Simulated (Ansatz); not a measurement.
# A hypothetical structure for Mn4P

This structure for Mn4P is made up. Its elements were placed in a known structure type with a cell scaled to their sizes. What cell does the guess relax to, and how far off was it?

Method: DFT, PBE, plane-wave PAW, default files, scalar-relativistic, ferromagnetic start, cell and ions relaxed at zero pressure, in the first sound run; inputs show where later runs differ, in Ansatz 0.2.0.

### Step 1. The starting structure

Symmetry: R-3m, No. 166, trigonal system. Conventional cell: a = 2.685 Å, b = 2.685 Å, c = 32.338 Å, α = 90.00°, β = 90.00°, γ = 120.00°. Mn has 3 P at 2.65 Å and 9 Mn at 2.66 to 2.69 Å nearest. Mn has 12 Mn at 2.65 to 2.69 Å nearest. P has 6 Mn at 2.65 Å and 6 P at 2.68 to 2.69 Å nearest. Farther neighbours are not listed.

As a file:

```cif
data_structure
_symmetry_space_group_name_H-M 'P 1'
_symmetry_Int_Tables_number 1
_cell_length_a 10.8902
_cell_length_b 10.8902
_cell_length_c 10.8902
_cell_angle_alpha 14.162
_cell_angle_beta 14.162
_cell_angle_gamma 14.162
_cell_volume 67.30
loop_
_atom_site_label
_atom_site_type_symbol
_atom_site_fract_x
_atom_site_fract_y
_atom_site_fract_z
_atom_site_occupancy
Mn1 Mn 0.39983 0.39983 0.39983 1
Mn2 Mn 0.80017 0.80017 0.80017 1
Mn3 Mn 0.19983 0.19983 0.19983 1
Mn4 Mn 0.60017 0.60017 0.60017 1
P5 P 0.00000 0.00000 0.00000 1
```

### Step 2. Relaxation of the guess

The guess takes its coordinates from another compound and its volume from a rule, so the cell and any free coordinates are relaxed together.

input.yaml reads:

```yaml
crystal:
  lattice:
    - [1.3425, 0.775092736, 10.779333333]
    - [-1.3425, 0.775092736, 10.779333333]
    - [0.0, -1.550185473, 10.779333333]
  atoms:
    - { symbol: Mn, position: [0.399833333, 0.399833333, 0.399833333], spin: 4.0 }
    - { symbol: Mn, position: [0.800166667, 0.800166667, 0.800166667], spin: 4.0 }
    - { symbol: Mn, position: [0.199833333, 0.199833333, 0.199833333], spin: 4.0 }
    - { symbol: Mn, position: [0.600166667, 0.600166667, 0.600166667], spin: 4.0 }
    - { symbol: P, position: [0.0, 0.0, 0.0] }
magnetization:
  spin_polarized: true
kpoints:
  mp_grid: { grid: [11, 11, 11] }
scf:
  occupations: { method: fermi_dirac, width: 0.05 }
hamiltonian:
  xc: pbe
  pseudopotentials: { kind: paw }
relax:
  f_tol: 0.015
  max_steps: 70
  cell: {}
output:
  forces: true
  stress: true
```

Started as:

```console
ansatz run input.yaml --threads 4 --pin off --max-ram 8192MiB --backend cpu --events-out ev --progress --plain --runs-dir out
```

Numbers of over 12 decimals in the logs are rounded to 6 here.

The program printed:

```text
basis.fft_grid_basis auto: the FFT boxes are laid along the combinations [[1, 0, -1], [0, 1, -1], [0, 0, 1]] of the cell's own vectors, 2.685, 2.685 and 10.890 Å long. The dense box has 18×18×75 points. Along the cell's own vectors, as sized, it would have 75×75×75, 17.36 times as many. Of the 12 symmetry operations that the crystal satisfies within crystal.symmetry.tolerance (time reversal apart; of a slab, those th [...]
Engine: ansatz 0.2.0, aarch64-unknown-linux-gnu
Pseudopotentials: kind: paw
Pseudopotential: Mn, paw, valence charge 15, recommended cutoff 420 eV (normal), Mn.paw.azcp
Pseudopotential: P, paw, valence charge 5, recommended cutoff 420 eV (normal), P.paw.azcp
Functional definition: PBE
  parameter kappa = 0.804
  parameter beta = 0.066725
  exchange = pbe_x(kappa = kappa, mu = beta*pi^2/3)
  correlation = pbe_c(beta = beta)
Crystal: 5 atoms, lattice volume = 67.299 Å³
Basis set: ecut = 420 eV, 1351 PW (Γ), FFT grids on a1−a3, a2−a3, a3, exchange–correlation on 36×36×150 points (8 copies of the dense FFT grid, shifted against one another)
Bands: 49, of which v1, the nominal top of the filled ones, is band 33 counted from 1 (32 counted from 0)
Symmetry: 12 space group operations
Space group: R-3m (ITA 166), of the structure as read, at distance tolerance 4.1e-5 Å
Magnetic group: BNS 166.97 (UNI 1327), of the structure as read, at distance tolerance 4.1e-5 Å
k-points: 146 of 1331
Non-local potential: Mn, projectors of the file, l = 0: 3, l = 1: 2, l = 2: 3, l = 3: 1
Non-local potential: P, projectors of the file, l = 0: 2, l = 1: 2, l = 2: 2
PAW form: soft (Blöchl's): semilocal exchange-correlation on the pseudo side does not see the compensation charge
PAW one-centre angular grid: Mn, 590 points (default); XC on 64 Gauss nodes
PAW one-centre angular grid: P, 110 points (default); XC on 64 Gauss nodes
Initial density: superposition of atomic densities (chi_scale 0.1, normalization cell, long waves 62 % of neutral atoms (reshape's long-wave potential 1.62 eV rms, cloud 2.46 Å wide))
Starting moments: Σ|m| = 16 μB on 4 of 5 sites
Initial wavefunctions: pseudopotential atomic-orbital guess
Functional: x = pbe(κ = 0.804, μ = 0.219515), c = pbe(β = 0.066725)
SCF iter   1: F=—  HF=-16349.149147 eV  |F-HF|=—  |Δ(HF+E_count)|=         —  Δρ=5.90e-2 (↑4.16e-2 ↓5.90e-2)  dr2=6.93e1  dr2_m=6.51e-1  M=13.258 μB ∫|m|=13.605 μB  β_m=0.30  ethr=3.10e-3  ⟨swp⟩=6.0  Hψ=48552  notcnv=0  defer=82
Mixer restart at iter 1: flushing history
preconditioner: auto → Kerker (q_TF=auto, 2.713 Å⁻¹)  [metal: Δε(μ)=0.006 eV  Ē_g=7.995 eV  σ=0.050 eV  W_gap=0.03  n_scr=14 (ndim 8)  ℏωp=26.0 eV  f_vac=0.000  D(μ)=3.97/eV (n_scr^D=46)]
spin=Collinear: Kerker preconditioning applied to the charge; magnetization (m = ρ↑ − ρ↓) channel mixes plain (no charge-response kernel on spin).
SCF iter   2: F=—  HF=-16349.703791 eV  |F-HF|=—  |Δ(HF+E_count)|=   5.55e-1  Δρ=4.79e-2 (↑3.16e-2 ↓4.79e-2)  dr2=4.68e1  dr2_m=4.48e-1  M=13.110 μB ∫|m|=13.439 μB  β_m=0.54  ethr=3.10e-3  ⟨swp⟩=2.1  Hψ=20022  notcnv=0  defer=1216
SCF iter   3: F=—  HF=-16349.162126 eV  |F-HF|=—  |Δ(HF+E_count)|=   5.42e-1  Δρ=2.11e-2 (↑2.11e-2 ↓1.50e-2)  dr2=4.39e0  dr2_m=1.03e-1  M=12.385 μB ∫|m|=12.668 μB  β_m=0.56  ethr=3.10e-3  ⟨swp⟩=3.5  Hψ=26993  notcnv=0  defer=1209
SCF iter   4: F=—  HF=-16348.587912 eV  |F-HF|=—  |Δ(HF+E_count)|=   5.74e-1  Δρ=2.36e-2 (↑2.36e-2 ↓1.18e-2)  dr2=9.68e-1  dr2_m=7.89e-2  M=11.830 μB ∫|m|=12.098 μB  β_m=0.76  ethr=3.10e-3  ⟨swp⟩=2.6  Hψ=19929  notcnv=0  defer=1182
SCF iter   5: F=—  HF=-16349.098085 eV  |F-HF|=—  |Δ(HF+E_count)|=   5.10e-1  Δρ=7.55e-3 (↑6.18e-3 ↓7.55e-3)  dr2=9.04e-2  dr2_m=2.20e-2  M=11.585 μB ∫|m|=11.833 μB  β_m=0.88  ethr=1.49e-3  ⟨swp⟩=3.1  Hψ=24996  notcnv=0  defer=1192
SCF iter   6: F=—  HF=-16352.707434 eV  |F-HF|=—  |Δ(HF+E_count)|=         —  Δρ=1.89e-1 (↑1.89e-1 ↓1.52e-1)  dr2=7.79e-1  dr2_m=1.78e1  M=4.563 μB ∫|m|=5.007 μB  β_m=1.00  ethr=1.39e-4  ⟨swp⟩=2.9  Hψ=23529  notcnv=0  defer=1185
Mixer restart at iter 6: flushing history
SCF iter   7: F=—  HF=-16349.840846 eV  |F-HF|=—  |Δ(HF+E_count)|=    2.87e0  Δρ=4.65e-2 (↑4.65e-2 ↓3.95e-2)  dr2=1.46e0  dr2_m=7.20e-1  M=5.343 μB ∫|m|=5.772 μB  β_m=0.88  ethr=7.69e-5  ⟨swp⟩=3.7  Hψ=37183  notcnv=0  defer=1205
SCF iter   8: F=—  HF=-16350.036535 eV  |F-HF|=—  |Δ(HF+E_count)|=   1.96e-1  Δρ=6.26e-2 (↑6.26e-2 ↓2.22e-2)  dr2=2.17e0  dr2_m=7.11e-1  M=3.970 μB ∫|m|=4.514 μB  β_m=0.66  ethr=7.69e-5  ⟨swp⟩=4.6  Hψ=41938  notcnv=0  defer=1274
SCF iter   9: F=—  HF=-16349.376250 eV  |F-HF|=—  |Δ(HF+E_count)|=   6.60e-1  Δρ=1.53e-2 (↑1.53e-2 ↓8.43e-3)  dr2=3.30e-2  dr2_m=8.52e-2  M=4.404 μB ∫|m|=4.984 μB  β_m=0.57  ethr=7.69e-5  ⟨swp⟩=3.1  Hψ=33758  notcnv=0  defer=1332
SCF iter  10: F=—  HF=-16349.373330 eV  |F-HF|=—  |Δ(HF+E_count)|=   2.92e-3  Δρ=6.14e-3 (↑6.14e-3 ↓1.37e-3)  dr2=3.19e-2  dr2_m=5.42e-3  M=4.173 μB ∫|m|=5.021 μB  β_m=0.67  ethr=5.08e-5  ⟨swp⟩=2.0  Hψ=21760  notcnv=0  defer=1332
SCF iter  11: F=—  HF=-16349.369330 eV  |F-HF|=—  |Δ(HF+E_count)|=   4.00e-3  Δρ=4.20e-3 (↑3.25e-3 ↓4.20e-3)  dr2=1.35e-3  dr2_m=8.32e-3  M=4.006 μB ∫|m|=5.209 μB  β_m=0.84  ethr=4.91e-5  ⟨swp⟩=2.1  Hψ=22621  notcnv=0  defer=1332
SCF iter  12: F=—  HF=-16350.350652 eV  |F-HF|=—  |Δ(HF+E_count)|=         —  Δρ=9.88e-2 (↑9.08e-2 ↓9.88e-2)  dr2=4.61e-2  dr2_m=5.54e0  M=1.079 μB ∫|m|=8.343 μB  β_m=0.84  ethr=2.08e-6  ⟨swp⟩=2.1  Hψ=27126  notcnv=0  defer=1325
Mixer restart at iter 12: flushing history
SCF iter  13: F=—  HF=-16350.144675 eV  |F-HF|=—  |Δ(HF+E_count)|=   2.06e-1  Δρ=6.39e-2 (↑6.27e-2 ↓6.39e-2)  dr2=1.22e-1  dr2_m=2.46e0  M=-0.255 μB ∫|m|=9.880 μB  β_m=0.59  ethr=2.08e-6  ⟨swp⟩=3.4  Hψ=35241  notcnv=0  defer=1378
SCF iter  14: F=—  HF=-16349.941347 eV  |F-HF|=—  |Δ(HF+E_count)|=   2.03e-1  Δρ=1.11e-2 (↑1.11e-2 ↓6.23e-3)  dr2=6.61e-2  dr2_m=4.17e-2  M=-0.702 μB ∫|m|=10.880 μB  β_m=0.73  ethr=2.08e-6  ⟨swp⟩=3.4  Hψ=37894  notcnv=0  defer=1445
SCF iter  15: F=—  HF=-16349.931374 eV  |F-HF|=—  |Δ(HF+E_count)|=   9.97e-3  Δρ=6.49e-3 (↑3.63e-3 ↓6.49e-3)  dr2=7.09e-2  dr2_m=9.86e-3  M=-0.670 μB ∫|m|=10.599 μB  β_m=0.61  ethr=2.08e-6  ⟨swp⟩=3.0  Hψ=31146  notcnv=0  defer=1468
SCF iter  16: F=—  HF=-16349.933136 eV  |F-HF|=—  |Δ(HF+E_count)|=   1.76e-3  Δρ=1.27e-2 (↑1.07e-2 ↓1.27e-2)  dr2=8.15e-3  dr2_m=8.42e-2  M=-0.638 μB ∫|m|=10.681 μB  β_m=0.66  ethr=2.08e-6  ⟨swp⟩=2.4  Hψ=27778  notcnv=0  defer=1459
[...]
relax step   9: F+E_penalty+E_count = -16351.00190291 eV  Δ(F+E_penalty+E_count) = -1.673e-4 eV  max|allowed force component| = 3.212e-3 eV/Å  Δτ_max = 0.0036 Å  P = -0.032 GPa  Ω = 54.212 Å³  energy of the carried Pulay correction = +4.627e-3 eV  (18 SCF iters, dr2 threshold 2.97e-7 eV, accepted)
relax step  10: F+E_penalty+E_count = -16350.99844929 eV  Δ(F+E_penalty+E_count) = +3.454e-3 eV  max|allowed force component| = 3.737e-3 eV/Å  Δτ_max = 0.0000 Å  P = -0.033 GPa  Ω = 54.212 Å³  stress off target by 5.07e-2 GPa  SCF on the basis re-selected at this cell (its energy is not comparable with the rows above)  (19 SCF iters)
relax step  11: F+E_penalty+E_count = -16350.99845347 eV  Δ(F+E_penalty+E_count) = -4.178e-6 eV  max|allowed force component| = 3.155e-4 eV/Å  Δτ_max = 0.0004 Å  P = +0.003 GPa  Ω = 54.204 Å³  energy of the carried Pulay correction = +2.149e-6 eV  (18 SCF iters, dr2 threshold 6.43e-9 eV, accepted)
iter 1 solved again at ethr=2.92e-6 eV; its pass at ethr=3.10e-3 eV (dr2=1.90e-3 eV) is discarded
SCF iter   1: F=—  HF=-16350.998452 eV  |F-HF|=—  |Δ(HF+E_count)|=         —  Δρ=6.32e-7 (↑6.32e-7 ↓5.44e-7)  dr2=4.33e-10  dr2_m=6.93e-12  M=0.000 μB ∫|m|=0.000 μB  β_m=0.65  ethr=2.92e-6  ⟨swp⟩=2.3  Hψ=87374  notcnv=0
eigensolver tolerance schedule: the retry pair's looser diagonalisation over-reported the residual by 4384818.90 of it (diagonalisation noise at an unbounded share of the residual, at the tolerance the schedule requests for it); recorded, not acted on — ethr = c·dr2/N_el stays at c = 1.0e-1
preconditioner: auto → none  [metal: Δε(μ)=0.006 eV  Ē_g=8.325 eV  σ=0.050 eV  W_gap=0.03  n_scr=6 (ndim 8)  ℏωp=29.0 eV  f_vac=0.000  D(μ)=7.10/eV (n_scr^D=86)]
SCF iter   2: F=—  HF=-16350.998451 eV  |F-HF|=—  |Δ(HF+E_count)|=   6.91e-7  Δρ=8.65e-7 (↑5.70e-7 ↓8.65e-7)  dr2=4.33e-9  dr2_m=2.50e-11  M=0.000 μB ∫|m|=0.000 μB  β_m=0.30  ethr=1.00e-12  ⟨swp⟩=4.0  Hψ=42844  notcnv=0
SCF iter   3: F=—  HF=-16350.998451 eV  |F-HF|=—  |Δ(HF+E_count)|=  3.40e-10  Δρ=3.82e-7 (↑3.36e-7 ↓3.82e-7)  dr2=3.68e-10  dr2_m=1.49e-11  M=0.000 μB ∫|m|=0.000 μB  β_m=0.23  ethr=1.00e-12  ⟨swp⟩=2.0  Hψ=18303  notcnv=0
SCF iter   4: F=—  HF=-16350.998451 eV  |F-HF|=—  |Δ(HF+E_count)|=  3.27e-11  Δρ=3.45e-7 (↑2.68e-7 ↓3.45e-7)  dr2=8.46e-11  dr2_m=2.40e-11  M=0.000 μB ∫|m|=0.000 μB  β_m=0.61  ethr=1.00e-12  ⟨swp⟩=1.0  Hψ=14308  notcnv=0
SCF iter   5: F=—  HF=-16350.998451 eV  |F-HF|=—  |Δ(HF+E_count)|=  5.46e-12  Δρ=2.82e-7 (↑1.72e-7 ↓2.82e-7)  dr2=1.53e-11  dr2_m=2.13e-11  M=0.000 μB ∫|m|=0.000 μB  β_m=0.81  ethr=1.00e-12  ⟨swp⟩=1.0  Hψ=14308  notcnv=0
SCF iter   6: F=—  HF=-16350.998451 eV  |F-HF|=—  |Δ(HF+E_count)|=  1.82e-11  Δρ=2.78e-7 (↑2.78e-7 ↓1.84e-7)  dr2=9.05e-11  dr2_m=1.89e-11  M=0.000 μB ∫|m|=0.000 μB  β_m=0.83  ethr=1.00e-12  ⟨swp⟩=1.0  Hψ=14308  notcnv=0  recentre
SCF iter   7: F=—  HF=-16350.998451 eV  |F-HF|=—  |Δ(HF+E_count)|=  3.64e-12  Δρ=2.12e-7 (↑2.11e-7 ↓2.12e-7)  dr2=5.36e-11  dr2_m=1.52e-11  M=0.000 μB ∫|m|=0.000 μB  β_m=0.85  ethr=1.00e-12  ⟨swp⟩=1.0  Hψ=14314  notcnv=0
SCF iter   8: F=—  HF=-16350.998451 eV  |F-HF|=—  |Δ(HF+E_count)|=  7.28e-12  Δρ=2.93e-7 (↑2.93e-7 ↓2.20e-7)  dr2=1.95e-10  dr2_m=8.82e-12  M=0.000 μB ∫|m|=0.000 μB  β_m=0.89  ethr=1.00e-12  ⟨swp⟩=1.0  Hψ=14311  notcnv=0  recentre
SCF iter   9: F=—  HF=-16350.998451 eV  |F-HF|=—  |Δ(HF+E_count)|=  4.18e-11  Δρ=3.98e-7 (↑3.31e-7 ↓3.98e-7)  dr2=6.16e-10  dr2_m=4.82e-12  M=0.000 μB ∫|m|=0.000 μB  β_m=0.85  ethr=1.00e-12  ⟨swp⟩=2.2  Hψ=18647  notcnv=0
SCF iter  10: F=—  HF=-16350.998451 eV  |F-HF|=—  |Δ(HF+E_count)|=  3.82e-11  Δρ=1.26e-7 (↑1.26e-7 ↓9.96e-8)  dr2=1.80e-11  dr2_m=6.74e-13  M=0.000 μB ∫|m|=0.000 μB  β_m=0.70  ethr=1.00e-12  ⟨swp⟩=1.7  Hψ=16245  notcnv=0
SCF iter  11: F=-16350.998451 eV  HF=-16350.998451 eV  |F-HF|=4.55e-11  |Δ(HF+E_count)|=  9.09e-12  Δρ=1.35e-7 (↑1.32e-7 ↓1.35e-7)  dr2=4.70e-11  dr2_m=9.21e-14  M=0.000 μB ∫|m|=0.000 μB  ethr=1.00e-12  ⟨swp⟩=3.0  Hψ=42418  notcnv=0
the starting moments were not kept: the SCF closed with an absolute magnetisation of 6.7e-6 μB, where they sum to 16 μB in size (4 sites). That is at most 0.1 of that sum. Measured as dr2_m measures the in/out step, that magnetisation stands 2.6e-11 eV from none, at or under the dr2_threshold of 5.0e-11 eV: it is no larger than a step whose dr2_m would equal this threshold.
SCF 12 converged in 11 iterations: F = -16350.998451 eV  dr2 = 4.70e-11
relax step  12: F+E_penalty+E_count = -16350.99845108 eV  Δ(F+E_penalty+E_count) = +2.387e-6 eV  max|allowed force component| = 3.387e-4 eV/Å  Δτ_max = 0.0000 Å  P = +0.003 GPa  Ω = 54.204 Å³  stress off target by 6.17e-3 GPa  SCF on the basis re-selected at this cell (its energy is not comparable with the rows above)  (11 SCF iters)
basis re-selected at this cell: Δ(F+E_penalty+E_count) = +2.387e-6 eV, ΔP = +0.000 GPa vs the last step (what re-selecting the basis moved, of the pressure what is left beyond the Pulay correction that the steps carried, after the strain that the cell walked since its last selection, with what the two solves' SCF thresholds leave and, on support functions, any second-order correction that the steps lacked; it is no m [...]
SCF converged after 11 iterations
Magnetization: 0.0000 μB (32.5000 up, 32.5000 down)
Absolute magnetization: 0.0000 μB (∫|ρ↑−ρ↓|, with the PAW one-centre terms)
Spin contamination: 0.0000 ħ² per cell (⟨S²⟩ above its minimum at these occupations)
Per-site moments (μB) at R_I (Å): [(-9.098967023064214e-8, 0.970421), (2.8617589540514067e-6, 1.007728), (2.8617589542060745e-6, 1.007728), (-9.09896703317784e-8, 0.970421), (8.98977699995365e-8, 0.970421)]
Free energy (F): -16350.998451 eV
Harris-Foulkes:  -16350.998451 eV  (|F-HF|=4.55e-11)
Internal energy: -16350.940055 eV  (E = F + TS)
E sigma→0 (E₀):  -16350.969253 eV
Entropy (-TS):   -0.058396 eV (-11.679 meV/atom)
Fermi energy:    19.320997 eV
--- Per-component energies (eV) ---
  E_band       = -632.313700
  E_kinetic    = 1312.252129
  E_local      = -7817.687566  (includes V_loc(G=0)·N_el)
  E_nonlocal   = 979.569557
  E_hartree    = 3366.697799
  E_xc         = -527.430518
  E_vxc        = -658.165332  (∫ρ·V_xc dr)
  E_paw        = -5756.034152  (= ΣΔE_a)
  E_vpaw       = -1181.677285  (= ΣTr[D̂ρ^β])
  E_aug_tail   = -0.000034  (compensation charges beyond the density's cutoff)
  E_ewald      = -7908.307270
  E_smearing   = -0.058396  (= −TS)
  E_closure    = -0.000000  (closes the sum)
  Σ components = -16350.998451   (vs F -16350.998451, Δ=0.00e0)
--- Forces (eV/Å), atoms counted from 1 ---
  atom   1  Mn    -0.00000000    -0.00000000     0.00021844
  atom   2  Mn     0.00000000    -0.00000000     0.00033872
  atom   3  Mn    -0.00000000     0.00000000    -0.00033872
  atom   4  Mn     0.00000000     0.00000000    -0.00021844
  atom   5  P      0.00000000     0.00000000     0.00000000
  max |Σ_I F_I| component: 2.31e-18 eV/Å
--- Stress (GPa, compression-positive) ---
        0.006169       0.000000      -0.000000
        0.000000       0.006169       0.000000
       -0.000000       0.000000      -0.003086
  P = ⅓ Tr σ = 0.0031 GPa (0.031 kbar)
--- Relaxed structure (10 steps of the walk, 9 accepted, 2 SCFs on fresh bases) ---
  F+E_penalty+E_count = -16350.99845108 eV   max|allowed force component| = 3.387e-4 eV/Å   (the final SCF, on the basis selected at the relaxed cell)
  cell:  # Å, volume = 54.2042 Å³
    - [1.278577, 0.738187, 9.571684]
    - [-1.278577, 0.738187, 9.571684]
    - [0, -1.476373, 9.571684]
  atoms:
    - { symbol: Mn, position: [0.397119, 0.397119, 0.397119] }
    - { symbol: Mn, position: [0.798235, 0.798235, 0.798235] }
    - { symbol: Mn, position: [0.201765, 0.201765, 0.201765] }
    - { symbol: Mn, position: [0.602881, 0.602881, 0.602881] }
    - { symbol: P, position: [-1.2572695118195491e-19, -1.2572695118195523e-19, -1.257269511471023e-19] }
```

It took 6.6 min on 4 threads of Arm Neoverse V1, shared host; peak memory 0.9 GiB.

The steps of the relaxation:

```
step  energy less that of the first step (eV)  largest force component (eV/Å)  pressure (GPa)  volume (Å³)
   1                                   0.0000                          0.5143          -12.58        67.30
   2                                  -0.5142                          0.4502          -10.90        62.78
   3                                  -1.0052                          0.2814           -7.44        56.81
   4                                  -0.5118                          0.7606           35.05        48.74
   5                                  -1.0663                          0.0400           -3.17        55.26
   6                                  -1.0712                          0.2045            2.20        53.80
   7                                  -1.0773                          0.0918            0.07        54.20
   8                                  -1.0778                          0.0378            0.27        54.14
   9                                  -1.0780                          0.0032           -0.03        54.21
 10*                                  -1.0746                          0.0037           -0.03        54.21
  11                                  -1.0746                          0.0003            0.00        54.20
 12*                                  -1.0746                          0.0003            0.00        54.20
```

Relaxation steps marked * repeat the geometry before them on a plane-wave basis chosen anew for their cell, so energy and pressure can jump there. Relaxation step 4 was tried and not accepted.

The run keeps the 12 symmetry operations that it works with, so distortions that break them were not tested.

```
conventional cell, symmetrised  before   after   change
                         a (Å)   2.685   2.557   -4.8 %
                         b (Å)   2.685   2.557   -4.8 %
                         c (Å)  32.338  28.715  -11.2 %
              volume (Å³/atom)   13.46   10.84  -19.5 %
```

The atoms that moved most (Å, as changes of fractional coordinates times the final cell):

```
atom     dx     dy      dz  length
 Mn1  0.000  0.000  -0.078   0.078
 Mn4  0.000  0.000   0.078   0.078
 Mn2  0.000  0.000  -0.055   0.055
 Mn3  0.000  0.000   0.055   0.055
```

This step gave:

| Item | Value |
| --- | --- |
| free energy | -16350.9985 eV |
| energy at zero smearing | -16350.9693 eV |
| smearing term TS | 0.05840 eV |
| Fermi energy | 19.32 eV |
| electrons | 65 |
| symmetry operations | 12 |
| pressure | 0.003084 GPa |

The shortest distance of each pair, which need not be the same contact before and after:

```
 pair  guess (Å)  relaxed (Å)
 Mn–P      2.651        2.353
Mn–Mn      2.647        2.443
  P–P      2.685        2.557
```

The relaxation ends with a largest force component of 3.4e-4 eV/Å and a pressure of 0.00 GPa. The starting moments have collapsed: the run ends non-magnetic.

(Part 1 of 2 ends here.)

[Logs are printed without paths, hosts, clocks, repeated set-up lines and the standing remarks that a program may print on its own settings, such as how far it seeks lower states.]

[Hosts, paths, dates, database ids (printed as entryN), source tags and the programs' standing remarks are cut or masked in the printed files.]
